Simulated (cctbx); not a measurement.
# What is wrong with this refinement?

Cell a = 7.1220 Å, b = 7.1220 Å, c = 3.4800 Å, α = 90.00°, β = 90.00°, γ = 120.00°; space group P-62m (no. 189).

The data are simulated with cctbx, not measured: synchrotron X-rays, λ = 0.4959 Å, to d = 0.8 Å, 70 % of the full sphere, strongest reflection 70000 counts, noise from counting, a 4 % proportional error and a noise floor of 15 counts (s.d.); no absorption.

An isotropic refinement with weights 1/σ² prints:

```text
Rint 0.030, 140 unique reflections to 0.80 A
cycle     R1     wR2    GooF  max shift (A)
   1  0.7171  0.9542  49.290   0.29649
   4  0.1023  0.3519  18.178   0.00000
final R1 0.1023 wR2 0.3519 GooF 18.178  parameters 10  data/parameter 14.0
atom        x        y        z      Ueq    occ   su(xyz)  su(Uiso or U11)
Bi1    0.33333  0.66667  0.00000   0.0005  1.000  0.00000  0.0029
Pt1    0.00000  0.23805  0.00000   0.0034  1.000  0.00126  0.0028
Pt2    0.00000  0.60370  0.50000   0.0006  1.000  0.00134  0.0028
Cu1    0.00000  0.00000  0.50000   0.0091  1.000  0.00000  0.0107
Cu2    0.02184  0.41104  0.32692   0.4005  1.000  0.06742  0.0865
difference map: max 35.40 min -8.18 rms 4.01
Q1    0.3333  0.6667  0.0000    2   35.40  0.00 A from Bi1
Q2    0.0000  0.6002  0.5000    3   31.91  0.02 A from Pt2
Q3    0.0000  0.2485  0.0000    3   31.64  0.07 A from Pt1
Q4    0.0000  0.0000  0.5000    1    8.83  0.00 A from Cu1
Q5    0.0000  0.1068  0.0000    3    4.65  0.93 A from Pt1
Q6    0.0000  0.8136  0.5000    3    4.23  1.33 A from Cu1
```

Q: Accept it or mend it, and why?

Mend it. The fault: spurious atom: Cu2. Against the right model at the same level, R1 goes from 0.0096 to 0.1023 and GooF from 1.18 to 18.18, Cu2 takes U = 0.40 Å² and the top difference peak, 35.4 e/Å³, lies on Bi1. A site with no density behind it hides by a very large U or drifts.

The compound is CuBi2Pt6. The right model at the same level gives:

```text
Rint 0.030, 140 unique reflections to 0.80 A
cycle     R1     wR2    GooF  max shift (A)
   1  0.1230  0.2884  14.676   0.05976
   2  0.0096  0.0233   1.183   0.00000
final R1 0.0096 wR2 0.0233 GooF 1.183  parameters 6  data/parameter 23.3
atom        x        y        z      Ueq    occ   su(xyz)  su(Uiso or U11)
Bi1    0.33333  0.66667  0.00000   0.0071  1.000  0.00000  0.0002
Pt1    0.00000  0.23956  0.00000   0.0096  1.000  0.00007  0.0002
Pt2    0.00000  0.60311  0.50000   0.0061  1.000  0.00008  0.0002
Cu1    0.00000  0.00000  0.50000   0.0124  1.000  0.00000  0.0006
difference map: max 1.23 min -1.02 rms 0.26
Q1    0.0000  0.0000  0.0000    1    1.23  1.71 A from Pt1
Q2    0.0000  0.7053  0.5000    3    0.88  0.73 A from Pt2
Q3    0.0627  0.4226  0.0000    6    0.79  1.15 A from Pt1
Q4    0.2691  0.6303  0.0000    6    0.70  0.40 A from Bi1
Q5    0.3333  0.6667  0.5000    2    0.66  1.74 A from Bi1
Q6    0.0000  0.4852  0.3154    6    0.65  1.06 A from Pt2
```

The model was made for the exercise: a known structure type with other elements put in, its volume estimated, not relaxed; displacement parameters are assumed.

[Middle refinement cycles are left out of these outputs.]

[Logs are printed without paths, hosts, clocks, repeated set-up lines and the standing remarks that a program may print on its own settings, such as how far it seeks lower states.]
